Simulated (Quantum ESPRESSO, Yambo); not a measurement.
An input for Quantum ESPRESSO 7.5 (WS2 (Tungstenite)):

```
&control
  calculation = 'nscf'
  prefix = 'x'
  outdir = 'o'
  pseudo_dir = 'pseudo'
/
&system
  ibrav = 0
  nat = 6
  ntyp = 2
  ecutwfc = 62.0
  nbnd = 100
  force_symmorphic = .true.
  noncolin = .true.
  lspinorb = .true.
/
&electrons
  conv_thr = 1e-9
  electron_maxstep = 80
  diago_full_acc = .true.
  diago_thr_init = 5e-6
/
ATOMIC_SPECIES
  W 183.84 W.upf
  S 32.06 S.upf
CELL_PARAMETERS angstrom
  3.1532000000 0.0000000000 0.0000000000
  -1.5766000000 2.7307513032 0.0000000000
  0.0000000000 0.0000000000 12.3230000000
ATOMIC_POSITIONS crystal
  W 0.3333333333 0.6666666667 0.2500000000
  W 0.6666666667 0.3333333333 0.7500000000
  S 0.3333333333 0.6666666667 0.6225000000
  S 0.6666666667 0.3333333333 0.1225000000
  S 0.3333333333 0.6666666667 0.8775000000
  S 0.6666666667 0.3333333333 0.3775000000
K_POINTS automatic
  12 12 4 0 0 0
```

```sh
OMP_NUM_THREADS=1 mpirun -n 8 pw.x -nk 4 -in pw.in > pw.out
```

Q: Estimate wall time and host memory on 8 MPI ranks of Intel Xeon 6975P-C (Granite Rapids), shared host.

It took 73 s; on shared hardware allow 37 s to 2.4 min. Peak host memory was 0.98 GiB.

[Paths, hosts, dates, memory and timing lines, banners, echoed tables and standing remarks are left out of the program output.]

[Logs are printed without paths, hosts, clocks, repeated set-up lines and the standing remarks that a program may print on its own settings, such as how far it seeks lower states.]

[Runs of the session that timed out or met a known fault of the program may be left out.]

[Hosts, paths, dates, database ids (printed as entryN), source tags and the programs' standing remarks are cut or masked in the printed files.]
